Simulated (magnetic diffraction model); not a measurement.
**Magnetic neutron pattern of K4MnF6**

Space group R-3c (no. 167), a = 10.6280 Å, c = 13.0640 Å.

```csv
site,atom,x,y,z
6b,Mn,1/3,2/3,1/6
18e,K,0.0479,1/3,0.0833
6a,K,1/3,2/3,0.4167
36f,F,0.5227,0.6959,0.2682
```

The compound is invented for this exercise: a known structure type with other elements, its cell scaled to their sizes and not relaxed.

Only Mn is taken to order (form factors of Mn2+); orders and moment sizes are assumed, and not adapted to the symmetry. Radiation: neutrons of λ = 2.36 Å, 2° to 60°; isotropic B of 0.67 Å² (Mn), 0.67 Å² (K) and 1 Å² (F). The intensities are simulated: I ∝ L Σ (|F_N|² + |F_M⊥|²) for unpolarised neutrons, with F_M = 2.695 fm/μB × Σ f(s) S exp(2πi Q·r) exp(−B s²) at Q = H ± k (one set where k and −k are equivalent), only the part normal to Q counting and L = 1/(sin²θ cos θ). For a modulated order the moment at position r is S exp(−2πi k·r) + c.c., with S = m/2 for a sine wave of amplitude m and S = m(u + iv)/2 for moments turning in a plane, u and v being orthogonal unit vectors in it; the phase factor of the sum at Q = H + k is then exp(2πi H·r). Form factors are spin-only for 3d ions and dipole or tabulated for f ions, scattering lengths are Sears's of 1992, and absorption is left out. A label names one of the reflections at its angle. The strongest nuclear line in the range is 100, and lines under 0.2 are left out.

Assume the order k = (1/3 1/3 0), moments turning in the plane of [100] and [010], 3.21 μB on Mn; signs + at (1/3, 2/3, 1/6), + at (0, 0, 0).

Predict the pattern, nuclear and magnetic parts apart.

```
2θ (°)          index  nuclear  magnetic
  8.49    (1/3 1/3 0)      0.0      29.3
 17.03    (2/3 2/3 0)      0.0       6.9
 22.52   (-1/3 2/3 2)      0.0      13.9
 22.59   (5/3 -4/3 0)      0.0       7.4
 25.66        (1 1 0)      1.9       0.0
 27.01   (4/3 -2/3 2)      0.0       7.9
 30.90    (1/3 4/3 2)      0.0      10.4
 30.96   (7/3 -2/3 0)      0.0       3.5
 34.44    (4/3 4/3 0)      0.0       1.4
 36.56        (2 0 2)     10.5       0.0
 37.60    (2/3 5/3 2)      0.0       5.7
 37.65   (8/3 -1/3 0)      0.0       2.2
 40.59   (-4/3 8/3 2)      0.0       2.3
 41.02        (1 1 3)      0.4       0.0
 41.10        (2 1 1)     19.0       0.0
 43.28   (2/3 -1/3 4)      0.0       2.9
 43.40    (7/3 1/3 2)      0.0       3.7
 43.44    (5/3 5/3 0)      0.0       0.7
 45.09        (1 0 4)     65.8       0.0
 45.20        (1 2 2)     99.0       0.0
 45.24        (3 0 0)      2.4       0.0
 45.97   (-2/3 4/3 4)      0.0       2.3
 46.12  (10/3 -8/3 0)      0.0       1.2
 48.53    (4/3 1/3 4)      0.0       3.8
 48.64  (10/3 -5/3 2)      0.0       1.3
 48.68  (11/3 -7/3 0)      0.0       1.1
 51.10    (8/3 2/3 2)      0.0       2.2
 52.60        (0 2 4)      1.0       0.0
 52.73        (2 2 0)     44.8       0.0
 53.38    (5/3 2/3 4)      0.0       2.7
 53.48    (4/3 7/3 2)      0.0       1.9
 53.52   (10/3 1/3 0)      0.0       0.8
 55.69   (8/3 -4/3 4)      0.0       1.1
 56.20        (1 3 1)    100.0       0.0
 57.95    (1/3 7/3 4)      0.0       1.9
 58.04  (-1/3 11/3 2)      0.0       1.4
 58.07  (13/3 -5/3 0)      0.0       0.6
 59.41        (2 1 4)     41.2       0.0
 59.51        (3 1 2)      1.1       0.0
```

The strongest magnetic line in the range is (1/3 1/3 0) at 8.49° (29.3). On top of the Lorentz factor, which all lines share, magnetic lines fade with angle because f falls: for Mn2+ it is 0.90, 0.66, 0.41 and 0.12 at sin θ/λ = 0.1, 0.2, 0.3 and 0.5 Å⁻¹, while nuclear lengths stay constant. The order has no net moment.

[Logs are printed without paths, hosts, clocks, repeated set-up lines and the standing remarks that a program may print on its own settings, such as how far it seeks lower states.]
